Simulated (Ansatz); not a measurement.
# K on Rh(110): change of the work function, part 4 of 5

How does K on the longbridge site change the work function of Rh(110) as the layer fills?

Ansatz 0.2.0; plane-wave DFT, PBE, Ansatz PAW.

So far, work function, upper face (eV): step 2 (the clean slab) 4.57; step 3 (21 atoms, coverage 0.25 ML, cell 2x2) 1.89.

## Step 4: The covered slab, coverage 0.5 ML (continued)

Projected DOS per atom over height of the atomic layer and energy from the Fermi level. Layers: Rh4 Rh4 Rh4 Rh4 Rh4 K2 from below.

Ten even steps from '0' (0.00 states/eV) to '9' (2.56 states/eV), each cell a mean:
```
111111
000111
223332
877672
865771
754560
856560
945480
744480
967680
666670
564550
684770
244540
267640
269620
145410
001000
000000
000000
000000
000000
```
Columns: height of the atomic layer (Å) from 9 to 16.7 (not evenly spaced); rows upwards: energy from the Fermi level (eV) from -7.96 to 1.95.

The relaxation took 6 steps and lowered the energy by 0.53 eV; the largest force on the free atoms ends at 0.0091 eV/Å.

The covered face has 1.97 eV, -2.61 eV against the clean one; the bare back face has moved by +0.09 eV, a measure of how thin the slab is.

## Step 5: Work function against coverage

This step: plane-wave DFT, PBE, Ansatz PAW; work function against coverage (Ansatz 0.2.0).

The runs are now put side by side.

This step gave:

* work function of the clean face: 4.574 eV
* largest change of the work function: -2.681 eV

The work function of the covered face by coverage:

```
coverage (adsorbates/nm²)  work function of the covered face (eV)
                     0.00                                    4.57
                     2.45                                    1.89
                     4.90                                    1.97
```

The dipole per adsorbate comes from the change of the cell's dipole. Coverage, by row:

```
coverage (1/nm²)  coverage (ML)  work function (eV)  change (eV)  dipole per adsorbate, positive end outwards (debye)  mean height of the added atoms over the highest substrate atom (Å)
           2.448           0.25               1.893       -2.681                                                2.911                                                               2.327
           4.897            0.5               1.967       -2.606                                                1.461                                                                 2.4
```

## Step 6: The slab at 0.25 ML, atoms frozen

This step: plane-wave DFT, PBE, Ansatz PAW (Ansatz 0.2.0).

System of this step: KRh20 (K/Rh(110)). The cell holds 21 atoms: 20 Rh and 1 K. Its edges and angles: a = 7.600 Å, b = 5.374 Å, c = 26.368 Å, α = 90.0°, β = 90.0°, γ = 90.0°. Vacuum lies along c.

To see where the charge goes, the covered slab, the bare substrate and the adsorbate layer are each run at the same frozen positions and on the same grid.

input.yaml

```yaml
crystal:
  lattice:
    - [7.6, 0.0, 0.0]
    - [0.0, 5.374011537, 0.0]
    - [0.0, 0.0, 26.3677512816]
  atoms:
    - { symbol: Rh, position: [0.0, 0.0, 0.3413260351] }
    - { symbol: Rh, position: [0.25, 0.25, 0.3922785365] }
    - { symbol: Rh, position: [0.0014900033, 0.0, 0.4411566247] }
    - { symbol: Rh, position: [0.25, 0.2493820382, 0.499185212] }
    - { symbol: Rh, position: [-0.0085707177, 0.0, 0.5411827247] }
    - { symbol: Rh, position: [0.0, 0.5, 0.3413260351] }
    - { symbol: Rh, position: [0.25, 0.75, 0.3922785365] }
    - { symbol: Rh, position: [0.0019228997, 0.5, 0.4416864753] }
    - { symbol: Rh, position: [0.25, 0.7506179618, 0.499185212] }
    - { symbol: Rh, position: [-0.0026725612, 0.5, 0.542835176] }
    - { symbol: Rh, position: [0.5, 0.0, 0.3413260351] }
    - { symbol: Rh, position: [0.75, 0.25, 0.3922785365] }
    - { symbol: Rh, position: [0.4985099967, 0.0, 0.4411566247] }
    - { symbol: Rh, position: [0.75, 0.252814017, 0.4955775176] }
    - { symbol: Rh, position: [0.5085707177, 0.0, 0.5411827247] }
    - { symbol: Rh, position: [0.5, 0.5, 0.3413260351] }
    - { symbol: Rh, position: [0.75, 0.75, 0.3922785365] }
    - { symbol: Rh, position: [0.4980771003, 0.5, 0.4416864753] }
    - { symbol: Rh, position: [0.75, 0.747185983, 0.4955775176] }
    - { symbol: Rh, position: [0.5026725612, 0.5, 0.542835176] }
    - { symbol: K, position: [0.25, 0.0, 0.6310684317] }
kpoints:
  mp_grid: { grid: [4, 6, 1] }
hamiltonian:
  xc: pbe
scf:
  occupations: { method: fermi_dirac, width: 0.1 }
  convergence: { dr2_threshold: 1.0e-08 }
efield:
  axis: 3
  dipole_correction: true
  ramp_position: 0.97
  ramp_width: 0.06
output:
  write_potential: true
  write_density: true
  volumetric_format: npy
```

Launch:

```bash
> ansatz run input.yaml --threads 4 --pin off --max-ram 12288MiB --backend cpu --events-out ev --progress --plain --runs-dir out
```

Numbers of over 12 decimals in the logs are rounded to 6 here.

Log:

```text
[...]
Crystal: 21 atoms, lattice volume = 1076.925 Å³
Basis set: ecut = 420 eV, 20969 PW (Γ)
Bands: 210, of which v1, the nominal top of the filled ones, is band 175 counted from 1 (174 counted from 0)
Symmetry: 4 space group operations
[...]
k-points: 12 of 24
[...]
SCF iter   1: F=—  HF=-129584.834647 eV  |F-HF|=—  |Δ(HF+E_count)|=         —  Δρ=6.56e-3  dr2=4.74e-1  ethr=1.77e-3  p=0.526 e·Å  D=8.84e-2 V/Å  ΔV_dip=-2.33 eV  dr2_dipole=2.07e-2  V_vac-E_F(+/−)=2.07/4.40 eV  ⟨swp⟩=7.6  Hψ=10399  notcnv=0  defer=31
[...]
SCF iter  11: F=-129584.844439 eV  HF=-129584.844439 eV  |F-HF|=2.33e-10  |Δ(HF+E_count)|=   2.53e-8  Δρ=4.50e-7  dr2=3.55e-9  ethr=2.87e-12  p=0.595 e·Å  D=1.00e-1 V/Å  ΔV_dip=-2.64 eV  dr2_dipole=2.24e-10  V_vac-E_F(+/−)=1.89/4.53 eV  ⟨swp⟩=14.1  Hψ=7095  notcnv=0
SCF 1 converged in 11 iterations: F = -129584.844439 eV  dr2 = 3.55e-9
[...]
SCF converged after 11 iterations
Free energy (F): -129584.844439 eV
[...]
Internal energy: -129583.603283 eV  (E = F + TS)
E sigma→0 (E₀):  -129584.223861 eV
Entropy (-TS):   -1.241157 eV (-59.103 meV/atom)
Fermi energy:    3.564148 eV
Dipole field:    D = 0.100030 V/Å  (p = 0.595325 e·Å, saw-weighted, corrected)
Work function:   Φ+ = 1.8947 eV   Φ− = 4.5322 eV
[...]
--- Band table (eV; the first three rows and the last of 12) ---
  k-point 0: bands = [... 171 lower, 3.6118, 3.6710, 3.8691, 3.9038, 4.0002, 4.0354, 4.0482, 4.0574, ... 31 higher]
  k-point 1: bands = [... 171 lower, 3.6355, 3.6377, 3.7014, 3.7059, 3.7129, 3.7397, 3.7653, 3.8154, ... 31 higher]
  k-point 2: bands = [... 171 lower, 3.2580, 3.2734, 3.3187, 3.3737, 3.4553, 3.4745, 3.5666, 3.6228, ... 31 higher]
  k-point 11: bands = [... 171 lower, 2.9730, 3.3933, 3.3936, 3.4147, 3.4168, 3.4764, 3.4914, 3.5018, ... 31 higher]
```

Run time: 2.4 min. Hardware: 4 threads of Arm Neoverse V1, shared host; peak memory 5.3 GiB.

This step gave:

- energy at zero smearing: -129584.2239 eV
- work function, upper face: 1.895 eV
- work function, lower face: 4.532 eV
- dipole along the normal: 0.5953 e·Å
- step between the vacuum levels: -2.638 eV

The work function of the upper face is 1.89 eV.

## Step 7: The substrate of the 0.25 ML cell alone

System of this step: K/Rh(110), substrate alone, atoms held. The cell holds 20 atoms: 20 Rh. Cell: a = 7.600 Å, b = 5.374 Å, c = 26.368 Å, α = 90.0°, β = 90.0°, γ = 90.0°. Vacuum lies along c.

The second part, atoms unmoved.

Changes to input.yaml since step 6:

```diff
@@ -26,3 +26,2 @@
     - { symbol: Rh, position: [0.5026725612, 0.5, 0.542835176] }
-    - { symbol: K, position: [0.25, 0.0, 0.6310684317] }
 kpoints:
```

Log:

```text
[...]
Crystal: 20 atoms, lattice volume = 1076.925 Å³
Basis set: ecut = 420 eV, 20969 PW (Γ)
Bands: 204, of which v1, the nominal top of the filled ones, is band 170 counted from 1 (169 counted from 0)
Symmetry: 4 space group operations
[...]
k-points: 12 of 24
[...]
SCF iter   1: F=—  HF=-128045.791816 eV  |F-HF|=—  |Δ(HF+E_count)|=         —  Δρ=6.56e-3  dr2=3.90e-1  ethr=1.77e-3  p=-0.036 e·Å  D=-6.03e-3 V/Å  ΔV_dip=0.16 eV  dr2_dipole=2.05e-2  V_vac-E_F(+/−)=4.56/4.40 eV  ⟨swp⟩=8.3  Hψ=10282  notcnv=0  defer=21
[...]
SCF iter  11: F=-128045.791297 eV  HF=-128045.791297 eV  |F-HF|=1.51e-8  |Δ(HF+E_count)|=   1.66e-7  Δρ=6.33e-7  dr2=7.70e-9  ethr=2.94e-12  p=-0.021 e·Å  D=-3.51e-3 V/Å  ΔV_dip=0.09 eV  dr2_dipole=2.73e-10  V_vac-E_F(+/−)=4.60/4.51 eV  ⟨swp⟩=18.2  Hψ=8328  notcnv=0
the search or the solves at the SCF's close seem to have found levels that the self-consistency loop had missed (the run counts 1). By its estimate they hold under 1e-12 electrons; where the run keeps them, the occupations were computed again with them
SCF 1 converged in 11 iterations: F = -128045.791297 eV  dr2 = 7.70e-9
[...]
SCF converged after 11 iterations
Free energy (F): -128045.791297 eV
[...]
Internal energy: -128044.561559 eV  (E = F + TS)
E sigma→0 (E₀):  -128045.176428 eV
Entropy (-TS):   -1.229738 eV (-61.487 meV/atom)
Fermi energy:    2.312207 eV
Dipole field:    D = -0.003501 V/Å  (p = -0.020835 e·Å, saw-weighted, corrected)
Work function:   Φ+ = 4.6012 eV   Φ− = 4.5089 eV
[...]
--- Band table (eV; the first three rows and the last of 12) ---
  k-point 0: bands = [... 166 lower, 2.3643, 2.4688, 2.6169, 2.6518, 2.6621, 2.7650, 2.7915, 2.8063, ... 30 higher]
  k-point 1: bands = [... 166 lower, 2.3071, 2.4000, 2.4426, 2.4521, 2.5096, 2.5114, 2.5211, 2.5332, ... 30 higher]
  k-point 2: bands = [... 166 lower, 1.9494, 2.0294, 2.0369, 2.0917, 2.1364, 2.2097, 2.2403, 2.3292, ... 30 higher]
  k-point 11: bands = [... 166 lower, 1.7362, 1.7454, 2.1536, 2.1557, 2.1887, 2.1917, 2.2557, 2.2675, ... 30 higher]
```

Wall time 2.3 min (4 threads); peak memory 5.1 GiB; 9.1 min of CPU time.

Numbers from this step:

```
energy at zero smearing        : -128045.1764 eV
work function, upper face      : 4.601 eV
work function, lower face      : 4.509 eV
dipole along the normal        : -0.02084 e·Å
step between the vacuum levels : 0.09231 eV
```

The work function of the upper face is 4.60 eV.

## Step 8: The adsorbate layer of the 0.25 ML cell alone

System of this step: K/Rh(110), adsorbate layer alone, atoms held. The cell holds 1 atom: 1 K. Its edges and angles: a = 7.600 Å, b = 5.374 Å, c = 26.368 Å, α = 90.0°, β = 90.0°, γ = 90.0°. Vacuum lies along c.

The third part; a free layer of atoms may carry a moment, so spin is on.

input.yaml, the sections that differ from step 7:

```yaml
crystal:
  lattice:
    - [7.6, 0.0, 0.0]
    - [0.0, 5.374011537, 0.0]
    - [0.0, 0.0, 26.3677512816]
  atoms:
    - { symbol: K, position: [0.25, 0.0, 0.6310684317], spin: 1.0 }
magnetization:
  spin_polarized: true
# kpoints, hamiltonian, scf, efield, output: as in step 7
```

Log:

```text
[...]
Crystal: 1 atoms, lattice volume = 1076.925 Å³
Basis set: ecut = 420 eV, 20969 PW (Γ)
Bands: 9, of which v1, the nominal top of the filled ones, is band 5 counted from 1 (4 counted from 0)
Symmetry: 4 space group operations
k-points: 12 of 24
[...]
Starting moments: Σ|m| = 1 μB on 1 of 1 site
[...]
SCF iter   1: F=—  HF=-1536.995584 eV  |F-HF|=—  |Δ(HF+E_count)|=         —  Δρ=6.75e-3 (↑6.75e-3 ↓6.17e-3)  dr2=2.65e-2  dr2_m=4.11e-1  M=0.093 μB ∫|m|=0.109 μB  β_m=0.30  ethr=2.75e-4  p=0.000 e·Å  D=1.35e-9 V/Å  ΔV_dip=-0.00 eV  dr2_dipole=2.38e-11  V_vac-E_F(+/−)=2.44/2.44 eV  ⟨swp⟩=1.2  Hψ=2574  notcnv=0
[...]
spin=Collinear: LDOS preconditioning applied to the charge; magnetization (m = ρ↑ − ρ↓) channel mixes plain (no charge-response kernel on spin).
SCF iter   2: F=—  HF=-1537.101609 eV  |F-HF|=—  |Δ(HF+E_count)|=   1.06e-1  Δρ=4.73e-3 (↑4.73e-3 ↓4.46e-3)  dr2=1.69e-2  dr2_m=2.08e-1  M=0.074 μB ∫|m|=0.086 μB  β_m=0.30  ethr=2.75e-4  p=0.000 e·Å  D=1.78e-6 V/Å  ΔV_dip=-0.00 eV  dr2_dipole=5.64e-10  V_vac-E_F(+/−)=2.46/2.46 eV  ⟨swp⟩=2.3  Hψ=302  notcnv=0  κ⁻¹=1.0e0(r=1)
[...]
SCF iter   8: F=—  HF=-1537.212337 eV  |F-HF|=—  |Δ(HF+E_count)|=   1.75e-3  Δρ=6.03e-4 (↑6.01e-4 ↓6.03e-4)  dr2=2.07e-7  dr2_m=3.58e-3  M=0.021 μB ∫|m|=0.022 μB  β_m=0.36  ethr=7.71e-9  p=0.000 e·Å  D=1.45e-6 V/Å  ΔV_dip=-0.00 eV  dr2_dipole=8.64e-12  V_vac-E_F(+/−)=2.44/2.44 eV  ⟨swp⟩=3.4  Hψ=437  notcnv=0
[...]
spin-set hold released at iteration 8 (site moments contracting): the magnetisation degrees of freedom join the quasi-Newton model from the next iteration; the mixer history was flushed
SCF iter   9: F=—  HF=-1537.213372 eV  |F-HF|=—  |Δ(HF+E_count)|=   1.04e-3  Δρ=3.94e-4 (↑3.93e-4 ↓3.94e-4)  dr2=1.17e-7  dr2_m=1.53e-3  M=0.016 μB ∫|m|=0.017 μB  β_m=0.60  ethr=2.30e-9  p=0.000 e·Å  D=1.56e-6 V/Å  ΔV_dip=-0.00 eV  dr2_dipole=6.85e-12  V_vac-E_F(+/−)=2.44/2.44 eV  ⟨swp⟩=3.1  Hψ=441  notcnv=0
density mixer auto → msr1: a metal under ldos (density of states about μ 0.76 of a free-electron gas's, 30 screened modes)
SCF iter  10: F=—  HF=-1537.214173 eV  |F-HF|=—  |Δ(HF+E_count)|=   8.01e-4  Δρ=1.33e-5 (↑1.32e-5 ↓1.33e-5)  dr2=1.41e-8  dr2_m=1.74e-6  M=0.005 μB ∫|m|=0.006 μB  β_m=0.80  ethr=1.30e-9  p=0.000 e·Å  D=1.87e-6 V/Å  ΔV_dip=-0.00 eV  dr2_dipole=2.42e-17  V_vac-E_F(+/−)=2.44/2.44 eV  ⟨swp⟩=3.6  Hψ=484  notcnv=0
[...]
SCF iter  14: F=-1537.214190 eV  HF=-1537.214190 eV  |F-HF|=1.55e-10  |Δ(HF+E_count)|=   5.88e-9  Δρ=6.40e-8 (↑5.63e-8 ↓6.40e-8)  dr2=1.06e-10  dr2_m=7.95e-12  M=0.000 μB ∫|m|=0.000 μB  ethr=1.93e-12  p=0.000 e·Å  D=1.86e-6 V/Å  ΔV_dip=-0.00 eV  dr2_dipole=1.04e-12  V_vac-E_F(+/−)=2.44/2.44 eV  ⟨swp⟩=2.9  Hψ=455  notcnv=0
SCF 1 converged in 14 iterations: F = -1537.214190 eV  dr2 = 1.06e-10
[...]
WARN: the starting moments were not kept: the SCF closed with an absolute magnetisation of 1.4e-5 μB, where they sum to 1 μB in size (1 site). That is at most 0.1 of that sum. Measured as dr2_m measures the in/out step, that magnetisation stands 5.3e-12 eV from none, at or under the dr2_threshold of 1.0e-8 eV: it is no larger than a step whose dr2_m would equal this threshold. The system may hold no moment; this SCF  [...]
[...]
SCF converged after 14 iterations
Magnetization: 0.0000 μB (4.5000 up, 4.5000 down)
Absolute magnetization: 0.0000 μB (∫|ρ↑−ρ↓|, with the PAW one-centre terms)
[...]
Per-site moments (μB) at R_I (Å): [(2.3000440901226597e-6, 2.216780)]
Free energy (F): -1537.214190 eV
[...]
Internal energy: -1537.167865 eV  (E = F + TS)
E sigma→0 (E₀):  -1537.191027 eV
Entropy (-TS):   -0.046326 eV (-46.326 meV/atom)
Fermi energy:    -2.100615 eV
Dipole field:    D = 0.000001 V/Å  (p = 0.000008 e·Å, saw-weighted, corrected)
Work function:   Φ+ = 2.4421 eV   Φ− = 2.4422 eV
[...]
--- Band table (eV; the first three rows and the last of 24) ---
[...]
```

It took 14 s on 4 threads; peak memory 1.1 GiB; 53 s of CPU time.

Numbers from this step:

```
energy at zero smearing   : -1537.1910 eV
work function, upper face : 2.442 eV
dipole along the normal   : 7.52e-6 e·Å
```

At this spacing and smearing the free layer keeps no moment.

## Step 9: Density difference at 0.25 ML

This step: plane-wave DFT, PBE, Ansatz PAW; density difference on adsorption (Ansatz 0.2.0).

The densities of the parts are taken from that of the whole and averaged over planes; the first moment of what is left gives the step in the potential.

Numbers from this step:

```yaml
largest_charge_moved: 0.006432 e/Å²
potential_step_from_the_moved_charge: -2.730 eV
```

Planar mean, whole system less its parts. The electron density difference by z:

```
z (Å)  electron density difference (e/Å³)
    4                              3.6e-7
    5                              3.2e-6
    6                              1.7e-5
    7                              5.7e-5
    8                             -1.1e-4
    9                             -4.2e-4
   10                             -8.3e-5
   11                              2.2e-4
   12                             -6.2e-4
   13                             -2.1e-4
   14                            -0.00160
   15                             0.00629
   16                             0.00229
   17                            -0.00147
   18                            -0.00292
   19                            -0.00154
   20                             -4.4e-4
   21                             -9.8e-5
   22                             -2.0e-5
   23                             -3.2e-6
   24                             -6.8e-7
```

Planar mean, whole system less its parts. Electrons moved below z against z:

```
z (Å)  electrons moved below z (e/Å²)
  4.0                          2.3e-7
  4.5                          6.5e-7
  5.0                          1.8e-6
  5.5                          4.6e-6
  6.0                          1.1e-5
  6.5                          2.5e-5
  7.0                          5.0e-5
  7.5                          7.6e-5
  8.0                          5.1e-5
  8.5                          3.9e-5
  9.0                          3.9e-5
  9.5                          3.4e-5
 10.0                         -8.6e-5
 10.5                         -1.1e-4
 11.0                         -1.4e-5
 11.5                          1.1e-6
 12.0                         -4.2e-5
 12.5                         -8.7e-5
 13.0                         -1.4e-4
 13.5                         -5.7e-4
 14.0                        -0.00111
 14.5                        -0.00178
 15.0                         -5.0e-4
 15.5                         0.00399
 16.0                         0.00630
 16.5                         0.00626
 17.0                         0.00556
 17.5                         0.00470
 18.0                         0.00333
 18.5                         0.00200
 19.0                         0.00108
 19.5                          5.4e-4
 20.0                          2.6e-4
 20.5                          1.2e-4
 21.0                          5.3e-5
 21.5                          2.3e-5
 22.0                          9.8e-6
 22.5                          4.1e-6
 23.0                          1.6e-6
 23.5                          6.1e-7
```

(Continued in part 5 of 5.)

[Logs are printed without paths, hosts, clocks, repeated set-up lines and the standing remarks that a program may print on its own settings, such as how far it seeks lower states.]

[Hosts, paths, dates, database ids (printed as entryN), source tags and the programs' standing remarks are cut or masked in the printed files.]

[Maps of the electrostatic potential energy from Ansatz leave out the sawtooth potential of an applied field or a dipole correction, so their vacuum need not be flat; planar profiles and work functions include it.]
